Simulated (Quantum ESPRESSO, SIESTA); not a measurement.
# In-plane stress of diamond Ge under biaxial strain, QE, PBEsol

Calculated with Quantum ESPRESSO 7.5: PBEsol; plane waves, GBRV 1.5 ultrasoft, 45/270 Ry; k-mesh 4×4×4. The first two cell vectors are strained alike from typed lattice constants; the third vector's length and the atoms are relaxed. The typed cell isn't stress-free: at zero strain the reference's in-plane stress is -1.8 GPa, compression positive.

| in-plane strain (%) | in-plane stress (GPa, compression positive) |
| --- | --- |
| -4 | 3.334 |
| -3 | 1.84 |
| -2 | 0.495 |
| -1 | -0.638 |
| 0 | -1.842 |
| +1 | ? |
| +2 | -3.975 |
| +3 | -4.891 |
| +4 | -5.375 |

Task: Fit a second-order form in the logarithmic strain to the rows given and interpolate to the withheld row.

**Working.**

With u = ln[(1 + ε)/(1 + ε0)], counted from the row at ε0 = +0 % where y0 = -1.842, a second-order form y = y0 + a u + b u² makes v = (y − y0)/u a line in u.

```
         u         v
-0.0408220  -126.794
-0.0304592  -120.883
-0.0202027  -115.678
-0.0100503  -119.797
 0.0198026  -107.713
 0.0295588  -103.150
 0.0392207  -90.0800
```

With n = 7: mean u = -0.00185030, mean v = -112.014, Σ(u − ū)² = 0.0058835, Σ(u − ū)(v − v̄) = 2.2332. Slope b = 2.2332 / 0.0058835 = 379.57; intercept a = v̄ − b ū = -111.31.

At the withheld row u = 0.009950, v = a + b u = -107.5, and y = y0 + u v.

Prediction at +1: -2.912 GPa. The run gave -2.96 GPa, so the fit is high by 0.048 GPa (1.6 % of the value).

The first-order term gives a biaxial modulus of 111 GPa at ε0. The second-order term makes up 3.5 % of v at the withheld row. Among the rows given, the largest miss of the fit is at +4, by 0.25 GPa (2.9 % of the range of the table).

Limits: The nuclei are static. The DFT runs use Fermi–Dirac occupations of width 0.01 eV, and energies are free energies. The rows don't follow a smooth parabola (r.m.s. departure 0.9 % of their range), so v is no line in u and the first-order term is poorly fixed; a kink, the k-mesh or scatter of the relaxations can each do this.

[Logs are printed without paths, hosts, clocks, repeated set-up lines and the standing remarks that a program may print on its own settings, such as how far it seeks lower states.]

[Hosts, paths, dates, database ids (printed as entryN), source tags and the programs' standing remarks are cut or masked in the printed files.]
